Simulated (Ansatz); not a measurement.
Rows from a G0W0 calculation on CsH (rocksalt (001) film, 3 layers) (Ansatz 0.2.0; G0W0 on LDA, plane waves, PAW; 4×4×1 mesh, 203 empty bands, screening to 25 eV), in eV. Spin-orbit coupling is left out.

```
row                       k  band   start       Σx  Σc at the solution      Vxc
  A  (0.000, -0.500, 0.000)    c1  -1.174   -3.515              -2.748   -7.532
  B  (0.000, -0.500, 0.000)    v1  -3.307  -13.739               2.136  -10.545
  C                       Γ    c1  -0.743   -1.295              -1.308   -3.247
  D  (0.000, -0.500, 0.000)    c2  -1.170   -3.529              -2.738   -7.556
  E                       Γ    v1  -4.412  -12.746               2.251   -9.418
  F                       Γ    c2  -0.731   -1.209              -1.298   -3.116
```

**Question.** Give the quasiparticle energies and the shift of each level.

The quasiparticle equation reads E = start + Σx + Σc(E) − Vxc.

```
row  E (eV)  shift (eV)
  A   0.096      +1.269
  B  -4.364      −1.058
  C  -0.099      +0.645
  D   0.118      +1.289
  E  -5.489      −1.077
  F  -0.122      +0.609
```

The gap over the computed points goes from 2.13 eV to 4.24 eV.

Limits: not at the basis limit; coarse mesh for a sheet; no spin-orbit coupling.

[Paths, hosts, dates, memory and timing lines, banners, echoed tables and standing remarks are left out of the program output.]

[Logs are printed without paths, hosts, clocks, repeated set-up lines and the standing remarks that a program may print on its own settings, such as how far it seeks lower states.]

[Runs of the session that timed out or met a known fault of the program may be left out.]

[Cells called generated may have been cut or substituted from an entry of the Crystallography Open Database or the Materials Project.]

[Hosts, paths, dates, database ids (printed as entryN), source tags and the programs' standing remarks are cut or masked in the printed files.]
